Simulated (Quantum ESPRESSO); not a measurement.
# MgS (Niningerite): third-order response, part 3 of 3

Wanted: vibrational spectra of MgS (Niningerite) from linear and non-linear response.

Quantum ESPRESSO 8.0 development, patched; DFT LDA, scalar-relativistic, plane waves, PseudoDojo norm-conserving pseudopotentials.

So far. Step 5 (Linear response at Γ): The acoustic modes at Γ come out as far as 3.3 cm⁻¹ from zero, where they should vanish, a small numerical error; the Born charges miss their sum rule by 0.012 e, which is good. The relaxed cell has a = 5.132 Å (conventional setting).

## (6) Modes with the sum rule

A rigid shift of the crystal must cost nothing, but grids and finite bases break this; the acoustic sum rule is imposed before the matrix is diagonalised again. With Born charges the intensities follow, and the static dielectric tensor.

Contents of dynmat.in:

```
&INPUT
  fildyn = 'g.dyn'
  asr    = 'simple'
  fileig = 'dynmat.eig'
  lperm  = .true.
/
```

Run with:

```sh
> dynmat.x -in dynmat.in > dynmat.out
```

Log:

```text
[banner, memory and clock lines left out]
Program DYNMAT v.8.0dev

     Reading Dynamical Matrix from file g.dyn
     ...Force constants read
     ...epsilon and Z* read
     ...Raman cross sections read
     A direction for q was not specified:TO-LO splitting will be absent

     Polarizability (A^3 units)
     multiply by 0.392459 for Clausius-Mossotti correction (not under assume_isolated = 'mt')
        12.486267    0.000000    0.000000
         0.000000   12.486267   -0.000000
         0.000000   -0.000000   12.486267

     IR activities are in (D/A)^2/amu units

# mode   [cm-1]    [THz]      IR
    1      0.00    0.0000    0.0000
    2      0.00    0.0000    0.0000
    3      0.00    0.0000    0.0000
    4    251.40    7.5369    8.8875
    5    251.40    7.5369    8.8875
    6    251.40    7.5369    8.8875

Electronic dielectric permittivity tensor (relative, adimensional)
         5.644107    0.000000    0.000000
         0.000000    5.644107   -0.000000
         0.000000   -0.000000    5.644107

 ... with zone-center polar mode contributions
        14.520650    0.000000    0.000000
         0.000000   14.520650    0.000000
         0.000000    0.000000   14.520650
```

The job ended after 0.45 s (1 thread of Arm Neoverse V2, shared host).

Read from the output:

| Quantity | Value |
| --- | --- |
| mean static dielectric constant | 14.52 |

Unit eigenvectors of the mass-weighted matrix after the sum rule; no LO-TO term. Modes at Γ, with each element's share of the kinetic energy:

```
mode  frequency (cm⁻¹)  symmetry  Mg %  S %
   1               0.0  acoustic    43   57
   2               0.0  acoustic    43   57
   3               0.0  acoustic    43   57
   4             251.4       T1u    57   43
   5             251.4       T1u    57   43
   6             251.4       T1u    57   43
```

Displacements in mode 5 (251.4 cm⁻¹), the largest set to 1:
```
Mg1  0.00  0.00  1.00
S2   0.00  0.00 -0.76
```

Degenerate modes summed, no LO-TO term. Infrared lines, with heights relative to the strongest:

```
position (cm⁻¹)  lines merged  label  IR intensity, relative
            251             3    T1u                     100
```

Static dielectric tensor (ions relaxed, fixed cell):

```
14.52  0.00  0.00
 0.00 14.52  0.00
 0.00  0.00 14.52
```

The rule moves no optical mode by more than 0.1 cm⁻¹.

## (7) Sum rules set otherwise: a sum rule for molecules or wires on a crystal

This rule also removes rotations, which suits wires and not a crystal; it is tried to see the harm.

Contents of dynmat.in:

```
&INPUT
  fildyn = 'g.dyn'
  asr    = 'one-dim'
  fileig = 'dynmat.eig'
  lperm  = .true.
/
```

Run with:

```sh
> dynmat.x -in dynmat.in > dynmat.out
```

Log:

```text
[banner, memory and clock lines left out]
Program DYNMAT v.8.0dev

     Reading Dynamical Matrix from file g.dyn
     ...Force constants read
     ...epsilon and Z* read
     ...Raman cross sections read
asr rotation axis in 1D system=    3
     For the rotational sum rules    1 atoms are taken in another cell, next to their neighbours
     Acoustic Sum Rule: || Z*(ASR) - Z*(orig)|| =    1.433071E-02
     Acoustic Sum Rule: ||dyn(ASR) - dyn(orig)||=    1.322893E-01
     Message from routine dynmat:
     WARNING: the charges keep any dipole. Ignore the strengths of the modes set to zero; with q typed a rigid rotation may get a frequency
     A direction for q was not specified:TO-LO splitting will be absent

     Polarizability (A^3 units)
     multiply by 0.392459 for Clausius-Mossotti correction (not under assume_isolated = 'mt')
        12.486267    0.000000    0.000000
         0.000000   12.486267   -0.000000
         0.000000   -0.000000   12.486267

     IR activities are in (D/A)^2/amu units

# mode   [cm-1]    [THz]      IR
    1     -0.00   -0.0000    5.9647
    2     -0.00   -0.0000    0.0000
    3     -0.00   -0.0000    0.0000
    4      0.00    0.0000    2.9228
    5    251.43    7.5376    8.8875
    6    251.43    7.5376    8.8875

Electronic dielectric permittivity tensor (relative, adimensional)
         5.644107    0.000000    0.000000
         0.000000    5.644107   -0.000000
         0.000000   -0.000000    5.644107

 ... with zone-center polar mode contributions
         5.644107    0.000000    0.000000
         0.000000   14.519093    0.000000
         0.000000    0.000000   14.519093
```

It took 0.45 s on 1 thread.

The run ended normally, but on settings that are not sound.

The fault: a sum rule for molecules or wires on a crystal; 1 optical mode is projected out to zero frequency, as if it were a rotation, and the static dielectric tensor is spoilt.

For a crystal the rule has to be 'simple' or 'crystal'.

Zone-centre frequencies as printed; negative means imaginary. Modes:

```
mode  frequency (cm⁻¹)
   1                 0
   2                 0
   3                 0
   4                 0
   5             251.4
   6             251.4
```

## (8) The LO-TO splitting (1 0 0)

A longitudinal polar mode sets up a macroscopic field that stiffens it; the term hangs on the direction from which q goes to zero.

Contents of dynmat.in:

```
&INPUT
  fildyn = 'g.dyn'
  asr    = 'simple'
  fileig = 'dynmat.eig'
  q(1)   = 1.0
  q(2)   = 0.0
  q(3)   = 0.0
/
```

Run with:

```sh
> dynmat.x -in dynmat.in > dynmat.out
```

Log:

```text
[banner, memory and clock lines left out]
Program DYNMAT v.8.0dev

     Reading Dynamical Matrix from file g.dyn
     ...Force constants read
     ...epsilon and Z* read
     ...Raman cross sections read

     Polarizability (A^3 units)
     multiply by 0.392459 for Clausius-Mossotti correction (not under assume_isolated = 'mt')
        12.486267    0.000000    0.000000
         0.000000   12.486267   -0.000000
         0.000000   -0.000000   12.486267

     IR activities are in (D/A)^2/amu units

# mode   [cm-1]    [THz]      IR
    1     -0.00   -0.0000    0.0000
    2      0.00    0.0000    0.0000
    3      0.00    0.0000    0.0000
    4    251.40    7.5369    8.8875
    5    251.40    7.5369    8.8875
    6    403.25   12.0890    8.8875
```

Wall time 0.45 s (1 thread).

Numbers from this step:

| Quantity | Value |
| --- | --- |
| highest mode moved by the LO-TO term | 403.2 cm⁻¹ |

Zone-centre frequencies as printed; negative means imaginary. Modes:

```
mode  frequency (cm⁻¹)
   1                 0
   2                 0
   3                 0
   4             251.4
   5             251.4
   6             403.2
```

The field moves one mode, from 251 to 403 cm⁻¹; the others stay.

## (9) Summary of results

```yaml
space_group_after_relaxation: Fm-3m
volume_per_atom: 16.9 Å³
gap_on_the_k_mesh: 2.65 eV
highest_optical_zone_centre_mode_no_lo_to_term: 251.4 cm⁻¹
highest_mode_moved_by_the_lo_to_term: 403.2 cm⁻¹
mean_high_frequency_dielectric_constant: 5.64
largest_born_charge_in_size_third_of_the_trace: 2.31 e
mean_static_dielectric_constant: 14.5
imaginary_optical_modes_at_the_zone_centre_no_q_mesh_in_this_session: none
```

What this shows: No mode is Raman active in this structure; the strongest infrared line lies at 251 cm⁻¹. At the LDA level the optical modes of MgS (Niningerite) at the zone centre (no LO-TO term) lie at 251 cm⁻¹. Along the directions run, the highest mode that the macroscopic field moves lies at 403 cm⁻¹. Lattice motion raises the mean dielectric constant from 5.644 to 14.52. The Born charge of S is -2.314 e against a formal charge of -2, somewhat above it. The Lyddane-Sachs-Teller relation holds: (ωLO/ωTO)² is 2.57 and ε₀/ε∞ is 2.57. These are harmonic frequencies at zero temperature: anharmonic shifts and linewidths and thermal expansion are left out. The build is a development version in which the Raman tensors of release 7.5 are mended; dynmat.x leaves out the electro-optic term of LO lines.

[Host names and launcher messages were left out of these logs when they were recorded.]

[Logs are printed without paths, hosts, clocks, repeated set-up lines and the standing remarks that a program may print on its own settings, such as how far it seeks lower states.]

[Hosts, paths, dates, database ids (printed as entryN), source tags and the programs' standing remarks are cut or masked in the printed files.]
